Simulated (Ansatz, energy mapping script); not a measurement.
# Spin model of CaGd2 from collinear orders (0.25 holes a magnetic atom)

Wanted: the magnetic order of CaGd2, its couplings and an estimate of its ordering temperature, by PBE+U (6.9 eV).

Program: Ansatz 0.2.0. Level of theory: PBE with U = 6.9 eV on Gd f, ortho-atomic projectors; plane waves, U on orthogonalised atomic orbitals unless named otherwise, collinear spin, no spin–orbit coupling. Results are calculated unless marked as measured.

Report form: the programs' logs are mostly left out.

## Step 1: Set-up

It takes space group I4/mmm (No. 139, tetragonal). The conventional cell has a = 3.517 Å, b = 3.517 Å, c = 15.389 Å, α = 90.00°, β = 90.00°, γ = 90.00°. Gd has 8 Gd at 3.37 to 3.52 Å and 4 Ca at 3.68 Å nearest. Ca has 4 Ca at 3.52 Å and 8 Gd at 3.68 Å nearest. invented: Er2Mg (I4/mmm) with Gd for Er, Ca for Mg. Farther neighbours are not listed.

Coordinates:

```cif
data_structure
_symmetry_space_group_name_H-M 'I4/mmm'
_symmetry_Int_Tables_number 139
_cell_length_a 3.5171
_cell_length_b 3.5171
_cell_length_c 15.3892
_cell_angle_alpha 90.000
_cell_angle_beta 90.000
_cell_angle_gamma 90.000
_cell_volume 190.37
loop_
_atom_site_label
_atom_site_type_symbol
_atom_site_symmetry_multiplicity
_atom_site_Wyckoff_symbol
_atom_site_fract_x
_atom_site_fract_y
_atom_site_fract_z
_atom_site_occupancy
Gd1 Gd 4 e 0.50000 0.50000 0.17604 1
Ca1 Ca 2 a 0.00000 0.00000 0.00000 1
```

This cell was built for the study (invented: Er2Mg (I4/mmm) with Gd for Er, Ca for Mg), not taken from an experiment; the compound need not form in this structure.

The cell was relaxed beforehand in Ansatz under LDA with U = 5.1 eV on Gd f, ortho-atomic projectors, from parallel moments.

This cell differs from the relaxed one by: 0.25 holes a magnetic atom. The charge is balanced by a uniform background.

The U corrects the self-interaction that lets semilocal functionals spread d and f electrons too far. Its value here is typed, not computed.

## Step 2: A run to fix the orbital filling

A corrected shell can settle in several orbital fillings. One parallel run, with an occupation width a fifth wider than the orders use, therefore is to supply the occupation matrices. All orders start from them.

input.yaml reads:

```yaml
crystal:
  lattice:
    - [-1.75855645, 1.75855645, 7.694592839]
    - [1.75855645, -1.75855645, 7.694592839]
    - [1.75855645, 1.75855645, -7.694592839]
  atoms:
    - { symbol: Gd, position: [0.676043667, 0.676043667, 0.0], spin: 7.0 }
    - { symbol: Gd, position: [0.323956333, 0.323956333, 0.0], spin: 7.0 }
    - { symbol: Ca, position: [0.0, 0.0, 0.0] }
magnetization:
  spin_polarized: true
total_charge: 0.5
kpoints:
  mp_grid: { grid: [14, 14, 14] }
hamiltonian:
  xc: pbe
  hubbard:
    sites: [{ species: Gd, l: f, u_eff: 6.9 }]
    projectors: ortho-atomic
scf:
  occupations: { method: fermi_dirac, width: 0.084 }
output:
  eigenvalues: true
```

Run with:

```console
ansatz run input.yaml --threads 4 --pin off --max-ram 8192MiB --backend cpu --events-out ev --progress --plain --runs-dir out
```

Wall time 63 s (4 threads of Arm Neoverse N1, shared host); peak memory 1.5 GiB; 3.5 min of CPU time.

Read from the output:

- final state: ferromagnetic
- electrons in the corrected shells: 6.998, 6.998 e
- largest moment: 7.354 μB

## Step 3: Run 1 (parallel; cell A, 3 atoms)

Each cell gets its own parallel run on the same mesh, so that most of the mesh error cancels in the differences.

This run holds the same structure in another cell (a 8.087 → 3.517 Å, b 8.087 → 3.517 Å, α 154.9 → 102.6°, β 154.9 → 102.6°, γ 35.8 → 90.0°).

input.yaml reads:

```yaml
crystal:
  lattice:
    - [0.0, -3.5171129, 0.0]
    - [3.5171129, 0.0, 0.0]
    - [-1.75855645, 1.75855645, 7.694592839]
  atoms:
    - { symbol: Gd, position: [0.676043667, 0.676043667, 0.352087334], spin: 7.0 }
    - { symbol: Gd, position: [0.323956333, 0.323956333, 0.647912666], spin: 7.0 }
    - { symbol: Ca, position: [0.0, 0.0, 0.0] }
magnetization:
  spin_polarized: true
total_charge: 0.5
kpoints:
  mp_grid: { grid: [10, 10, 10] }
hamiltonian:
  xc: pbe
  hubbard:
    sites:
      - { species: Gd, l: f, u_eff: 6.9 }
      - { site: 0, l: f, u_eff: 6.9, starting_ns: [{ spin: up, occupation_matrix: gd1_major }, { spin: down, occupation_matrix: gd1_minor }] }
      - { site: 1, l: f, u_eff: 6.9, starting_ns: [{ spin: up, occupation_matrix: gd2_major }, { spin: down, occupation_matrix: gd2_minor }] }
    projectors: ortho-atomic
    occupation_matrices:
      gd1_major:
        matrix:
          - [0.999, 0.0, 0.0, 0.0, 0.0, 0.0, 0.0]
          - [0.0, 0.999, 0.0, 0.0, 0.0, 0.0, 0.0]
          - [0.0, 0.0, 0.999, 0.0, 0.0, 0.0, 0.0]
          - [0.0, 0.0, 0.0, 0.999, 0.0, 0.0, 0.0]
          - [0.0, 0.0, 0.0, 0.0, 0.999, 0.0, 0.0]
          - [0.0, 0.0, 0.0, 0.0, 0.0, 0.999, 0.0]
          - [0.0, 0.0, 0.0, 0.0, 0.0, 0.0, 0.999]
      gd1_minor:
        matrix:
          - [0.001, 0.0, 0.0, 0.0, 0.0, 0.0, 0.0]
          - [0.0, 0.001, 0.0, 0.0, 0.0, 0.0, 0.0]
          - [0.0, 0.0, 0.001, 0.0, 0.0, 0.0, 0.0]
          - [0.0, 0.0, 0.0, 0.001, 0.0, 0.0, 0.0]
          - [0.0, 0.0, 0.0, 0.0, 0.001, 0.0, 0.0]
          - [0.0, 0.0, 0.0, 0.0, 0.0, 0.001, 0.0]
          - [0.0, 0.0, 0.0, 0.0, 0.0, 0.0, 0.001]
      gd2_major:
        matrix:
          - [0.999, 0.0, 0.0, 0.0, 0.0, 0.0, 0.0]
          - [0.0, 0.999, 0.0, 0.0, 0.0, 0.0, 0.0]
          - [0.0, 0.0, 0.999, 0.0, 0.0, 0.0, 0.0]
          - [0.0, 0.0, 0.0, 0.999, 0.0, 0.0, 0.0]
          - [0.0, 0.0, 0.0, 0.0, 0.999, 0.0, 0.0]
          - [0.0, 0.0, 0.0, 0.0, 0.0, 0.999, 0.0]
          - [0.0, 0.0, 0.0, 0.0, 0.0, 0.0, 0.999]
      gd2_minor:
        matrix:
          - [0.001, 0.0, 0.0, 0.0, 0.0, 0.0, 0.0]
          - [0.0, 0.001, 0.0, 0.0, 0.0, 0.0, 0.0]
          - [0.0, 0.0, 0.001, 0.0, 0.0, 0.0, 0.0]
          - [0.0, 0.0, 0.0, 0.001, 0.0, 0.0, 0.0]
          - [0.0, 0.0, 0.0, 0.0, 0.001, 0.0, 0.0]
          - [0.0, 0.0, 0.0, 0.0, 0.0, 0.001, 0.0]
          - [0.0, 0.0, 0.0, 0.0, 0.0, 0.0, 0.001]
scf:
  occupations: { method: fermi_dirac, width: 0.07 }
output:
  eigenvalues: true
```

Wall time 21 s (4 threads); peak memory 0.83 GiB; 79 s of CPU time.

Spin moment in the sphere by atom:

| atom | spin moment in the sphere (μB) |
| --- | --- |
| Gd1 | 7.36 |
| Gd2 | 7.36 |
| Ca3 | -0.02 |

The run ends ferromagnetic.

## Step 4: Run 2 (compensated +−; cell A, 3 atoms)

This order reverses 4 of the 4 neighbours at 3.37 Å, 0 of the 4 neighbours at 3.52 Å and 1 of the 1 neighbours at 5.42 Å, counted for an average magnetic atom.

input.yaml, as its differences from that of step 3:

```diff
@@ -7,3 +7,3 @@
     - { symbol: Gd, position: [0.676043667, 0.676043667, 0.352087334], spin: 7.0 }
-    - { symbol: Gd, position: [0.323956333, 0.323956333, 0.647912666], spin: 7.0 }
+    - { symbol: Gd, position: [0.323956333, 0.323956333, 0.647912666], spin: -7.0 }
     - { symbol: Ca, position: [0.0, 0.0, 0.0] }
@@ -20,3 +20,3 @@
       - { site: 0, l: f, u_eff: 6.9, starting_ns: [{ spin: up, occupation_matrix: gd1_major }, { spin: down, occupation_matrix: gd1_minor }] }
-      - { site: 1, l: f, u_eff: 6.9, starting_ns: [{ spin: up, occupation_matrix: gd2_major }, { spin: down, occupation_matrix: gd2_minor }] }
+      - { site: 1, l: f, u_eff: 6.9, starting_ns: [{ spin: up, occupation_matrix: gd2_minor }, { spin: down, occupation_matrix: gd2_major }] }
     projectors: ortho-atomic
```

Wall time 40 s (4 threads); peak memory 0.87 GiB; 2.6 min of CPU time.

Spin moment in the sphere by atom:

| atom | spin moment in the sphere (μB) |
| --- | --- |
| Gd1 | 7.33 |
| Gd2 | -7.33 |
| Ca3 | 0.00 |

The run ends antiferromagnetic, 8.44 meV a magnetic atom above the parallel order of its cell (energies taken at zero occupation width, not the printed F).

## Step 5: Parallel start in cell B (6 atoms)

The parallel order again, as the reference for this cell.

input.yaml, as its differences from that of step 4:

```diff
@@ -2,14 +2,17 @@
   lattice:
-    - [0.0, -3.5171129, 0.0]
-    - [3.5171129, 0.0, 0.0]
-    - [-1.75855645, 1.75855645, 7.694592839]
+    - [-3.5171129, 3.5171129, 0.0]
+    - [3.5171129, 3.5171129, 0.0]
+    - [1.75855645, -1.75855645, -7.694592839]
   atoms:
-    - { symbol: Gd, position: [0.676043667, 0.676043667, 0.352087334], spin: 7.0 }
-    - { symbol: Gd, position: [0.323956333, 0.323956333, 0.647912666], spin: -7.0 }
+    - { symbol: Gd, position: [0.323956333, 0.0, 0.647912666], spin: 7.0 }
+    - { symbol: Gd, position: [0.823956333, 0.5, 0.647912666], spin: 7.0 }
+    - { symbol: Gd, position: [0.676043667, 0.0, 0.352087334], spin: 7.0 }
+    - { symbol: Gd, position: [0.176043667, 0.5, 0.352087334], spin: 7.0 }
     - { symbol: Ca, position: [0.0, 0.0, 0.0] }
+    - { symbol: Ca, position: [0.5, 0.5, 0.0] }
 magnetization:
   spin_polarized: true
-total_charge: 0.5
+total_charge: 1.0
 kpoints:
-  mp_grid: { grid: [10, 10, 10] }
+  mp_grid: { grid: [7, 7, 7] }
 hamiltonian:
@@ -20,3 +23,5 @@
       - { site: 0, l: f, u_eff: 6.9, starting_ns: [{ spin: up, occupation_matrix: gd1_major }, { spin: down, occupation_matrix: gd1_minor }] }
-      - { site: 1, l: f, u_eff: 6.9, starting_ns: [{ spin: up, occupation_matrix: gd2_minor }, { spin: down, occupation_matrix: gd2_major }] }
+      - { site: 1, l: f, u_eff: 6.9, starting_ns: [{ spin: up, occupation_matrix: gd1_major }, { spin: down, occupation_matrix: gd1_minor }] }
+      - { site: 2, l: f, u_eff: 6.9, starting_ns: [{ spin: up, occupation_matrix: gd2_major }, { spin: down, occupation_matrix: gd2_minor }] }
+      - { site: 3, l: f, u_eff: 6.9, starting_ns: [{ spin: up, occupation_matrix: gd2_major }, { spin: down, occupation_matrix: gd2_minor }] }
     projectors: ortho-atomic
```

Wall time 80 s (4 threads); peak memory 1.7 GiB.

The run ends ferromagnetic. For each magnetic atom its energy differs from the parallel run of the first cell by -0.18 meV, an error that one common reference would have brought in.

## Step 6: Compensated +−−+ start in cell B (6 atoms)

This order reverses 2 of the 4 neighbours at 3.37 Å, 4 of the 4 neighbours at 3.52 Å and 1 of the 1 neighbours at 5.42 Å, counted for an average magnetic atom.

input.yaml, as its differences from that of step 5:

```diff
@@ -7,4 +7,4 @@
     - { symbol: Gd, position: [0.323956333, 0.0, 0.647912666], spin: 7.0 }
-    - { symbol: Gd, position: [0.823956333, 0.5, 0.647912666], spin: 7.0 }
-    - { symbol: Gd, position: [0.676043667, 0.0, 0.352087334], spin: 7.0 }
+    - { symbol: Gd, position: [0.823956333, 0.5, 0.647912666], spin: -7.0 }
+    - { symbol: Gd, position: [0.676043667, 0.0, 0.352087334], spin: -7.0 }
     - { symbol: Gd, position: [0.176043667, 0.5, 0.352087334], spin: 7.0 }
@@ -23,4 +23,4 @@
       - { site: 0, l: f, u_eff: 6.9, starting_ns: [{ spin: up, occupation_matrix: gd1_major }, { spin: down, occupation_matrix: gd1_minor }] }
-      - { site: 1, l: f, u_eff: 6.9, starting_ns: [{ spin: up, occupation_matrix: gd1_major }, { spin: down, occupation_matrix: gd1_minor }] }
-      - { site: 2, l: f, u_eff: 6.9, starting_ns: [{ spin: up, occupation_matrix: gd2_major }, { spin: down, occupation_matrix: gd2_minor }] }
+      - { site: 1, l: f, u_eff: 6.9, starting_ns: [{ spin: up, occupation_matrix: gd1_minor }, { spin: down, occupation_matrix: gd1_major }] }
+      - { site: 2, l: f, u_eff: 6.9, starting_ns: [{ spin: up, occupation_matrix: gd2_minor }, { spin: down, occupation_matrix: gd2_major }] }
       - { site: 3, l: f, u_eff: 6.9, starting_ns: [{ spin: up, occupation_matrix: gd2_major }, { spin: down, occupation_matrix: gd2_minor }] }
```

It took 68 s on 4 threads; peak memory 1.7 GiB.

The run ends antiferromagnetic, 20.44 meV a magnetic atom above the parallel order of its cell (energies taken at zero occupation width, not the printed F).

## Step 7: Run 5 (compensated +−+−; cell B, 6 atoms)

This order reverses 2 of the 4 neighbours at 3.37 Å, 4 of the 4 neighbours at 3.52 Å and 0 of the 1 neighbours at 5.42 Å, counted for an average magnetic atom.

input.yaml, as its differences from that of step 6:

```diff
@@ -8,4 +8,4 @@
     - { symbol: Gd, position: [0.823956333, 0.5, 0.647912666], spin: -7.0 }
-    - { symbol: Gd, position: [0.676043667, 0.0, 0.352087334], spin: -7.0 }
-    - { symbol: Gd, position: [0.176043667, 0.5, 0.352087334], spin: 7.0 }
+    - { symbol: Gd, position: [0.676043667, 0.0, 0.352087334], spin: 7.0 }
+    - { symbol: Gd, position: [0.176043667, 0.5, 0.352087334], spin: -7.0 }
     - { symbol: Ca, position: [0.0, 0.0, 0.0] }
@@ -24,4 +24,4 @@
       - { site: 1, l: f, u_eff: 6.9, starting_ns: [{ spin: up, occupation_matrix: gd1_minor }, { spin: down, occupation_matrix: gd1_major }] }
-      - { site: 2, l: f, u_eff: 6.9, starting_ns: [{ spin: up, occupation_matrix: gd2_minor }, { spin: down, occupation_matrix: gd2_major }] }
-      - { site: 3, l: f, u_eff: 6.9, starting_ns: [{ spin: up, occupation_matrix: gd2_major }, { spin: down, occupation_matrix: gd2_minor }] }
+      - { site: 2, l: f, u_eff: 6.9, starting_ns: [{ spin: up, occupation_matrix: gd2_major }, { spin: down, occupation_matrix: gd2_minor }] }
+      - { site: 3, l: f, u_eff: 6.9, starting_ns: [{ spin: up, occupation_matrix: gd2_minor }, { spin: down, occupation_matrix: gd2_major }] }
     projectors: ortho-atomic
```

Elapsed: 66 s, on 4 threads; peak memory 1.7 GiB; 4.3 min of CPU time.

The run ends antiferromagnetic, 21.92 meV a magnetic atom above the parallel order of its cell (energies taken at zero occupation width, not the printed F).

## Step 8: Uncompensated +++− start in cell B (6 atoms)

This order reverses 2 of the 4 neighbours at 3.37 Å, 2 of the 4 neighbours at 3.52 Å and 0.5 of the 1 neighbours at 5.42 Å, counted for an average magnetic atom.

input.yaml, as its differences from that of step 7:

```diff
@@ -7,3 +7,3 @@
     - { symbol: Gd, position: [0.323956333, 0.0, 0.647912666], spin: 7.0 }
-    - { symbol: Gd, position: [0.823956333, 0.5, 0.647912666], spin: -7.0 }
+    - { symbol: Gd, position: [0.823956333, 0.5, 0.647912666], spin: 7.0 }
     - { symbol: Gd, position: [0.676043667, 0.0, 0.352087334], spin: 7.0 }
@@ -23,3 +23,3 @@
       - { site: 0, l: f, u_eff: 6.9, starting_ns: [{ spin: up, occupation_matrix: gd1_major }, { spin: down, occupation_matrix: gd1_minor }] }
-      - { site: 1, l: f, u_eff: 6.9, starting_ns: [{ spin: up, occupation_matrix: gd1_minor }, { spin: down, occupation_matrix: gd1_major }] }
+      - { site: 1, l: f, u_eff: 6.9, starting_ns: [{ spin: up, occupation_matrix: gd1_major }, { spin: down, occupation_matrix: gd1_minor }] }
       - { site: 2, l: f, u_eff: 6.9, starting_ns: [{ spin: up, occupation_matrix: gd2_major }, { spin: down, occupation_matrix: gd2_minor }] }
```

The job ended after 3 min (4 threads; peak memory 1.7 GiB).

The run ends ferrimagnetic, 11.71 meV a magnetic atom above the parallel order of its cell (energies taken at zero occupation width, not the printed F).

## Step 9: From energies to couplings

Each energy difference is a sum of couplings weighted by the pairs that the order reverses. A few near shells are fitted to the differences by least squares. Energies are those extrapolated to zero occupation width, not the free energies F.

The orders side by side; each is measured from the parallel order in the same cell and on the same mesh:

| order | atoms | energy (meV a magnetic atom) | moments (μB) | moments kept as typed | opposed neighbours at 3.37, 3.52, 5.42 Å |
| --- | --- | --- | --- | --- | --- |
| parallel in cell A | 3 | 0.00 | 7.36 | yes | 0, 0, 0 |
| compensated +− in cell A | 3 | 8.44 | 7.33 | yes | 4, 0, 1 |
| parallel in cell B | 6 | 0.00 | 7.35 | yes | 0, 0, 0 |
| compensated +−−+ in cell B | 6 | 20.44 | 7.27 | yes | 2, 4, 1 |
| compensated +−+− in cell B | 6 | 21.92 | 7.27 | yes | 2, 4, 0 |
| uncompensated +++− in cell B | 6 | 11.71 | 7.24 to 7.37 | yes | 2, 2, 0.5 |

The Heisenberg fit (each pair counts twice, positive J is ferromagnetic):

| pair | distance (Å) | neighbours | J (meV) |
| --- | --- | --- | --- |
| Gd–Gd | 3.37 | 4 | 1.21 |
| Gd–Gd | 3.52 | 4 | 2.11 |
| Gd–Gd | 5.42 | 1 | -0.740 |

These orders cannot tell some unfitted shells from fitted ones: the value at 3.37 Å holds J(3.37) + 2 J(6.01) + 2 J(6.46) and the value at 5.42 Å holds J(5.42) − 4 J(6.46) + 4 J(7.36); other unfitted shells add to the values wholly or in part. No temperature is drawn.

## Step 10: Against the first cell

The first set of orders, under PBE+U (6.9 eV), undoped, took 24 min of CPU time summed over its finished orders (seed run apart), these 29 min.

| quantity | this set | first set |
| --- | --- | --- |
| J at 3.37 Å, meV | 1.21 | -2.52 |
| J at 3.52 Å, meV | 2.11 | 0.606 |
| J at 5.42 Å, meV | -0.740 | -0.280 |

The coupling that led in the first set goes from -2.52 to 1.21 meV.

## Step 11: What came out

| Item | Value |
| --- | --- |
| lowest order tried | parallel |
| largest fitted value (a combination of shells), Gd–Gd at 3.52 Å | 2.11 meV |

What this shows: Of the orders tried, CaGd2 (0.25 holes a magnetic atom) prefers parallel moments under PBE+U (6.9 eV). The largest fitted coupling is the Gd–Gd pair at 3.52 Å, ferromagnetic at 2.1 meV. The orders also reverse pairs at 6.01 and 6.46 Å, which are not fitted, so the fitted values hold their part too. No fitted order reverses the pairs at 4.97 Å, so their coupling is unknown and is set to zero in the model. The 4 differences hold only 3 independent equations for a pair model, so the fit of 3 couplings has none to spare and its small miss tests the pair form alone. In the fitted orders moments change by up to 1.5 % against the parallel run of the same cell, so their size stays put. Every order is gapless on its mesh at this level. In a metal exchange reaches farther, and a short model of fixed moments is less apt. With a near shell that the orders cannot separate, no temperature is given. Doping by a uniform background in a small cell leaves no room for polarons or dopant disorder, and added carriers make exchange long-ranged, which a few shells describe poorly.

[Logs and program files are shortened in this print: banners, set-up blocks, solver, clock and traceback lines can be left out without a mark of their own.]

[Logs are printed without paths, hosts, clocks, repeated set-up lines and the standing remarks that a program may print on its own settings, such as how far it seeks lower states.]

[Hosts, paths, dates, database ids (printed as entryN), source tags and the programs' standing remarks are cut or masked in the printed files.]

[Where a cell is said to come from a database of computed structures, the database is the Materials Project.]
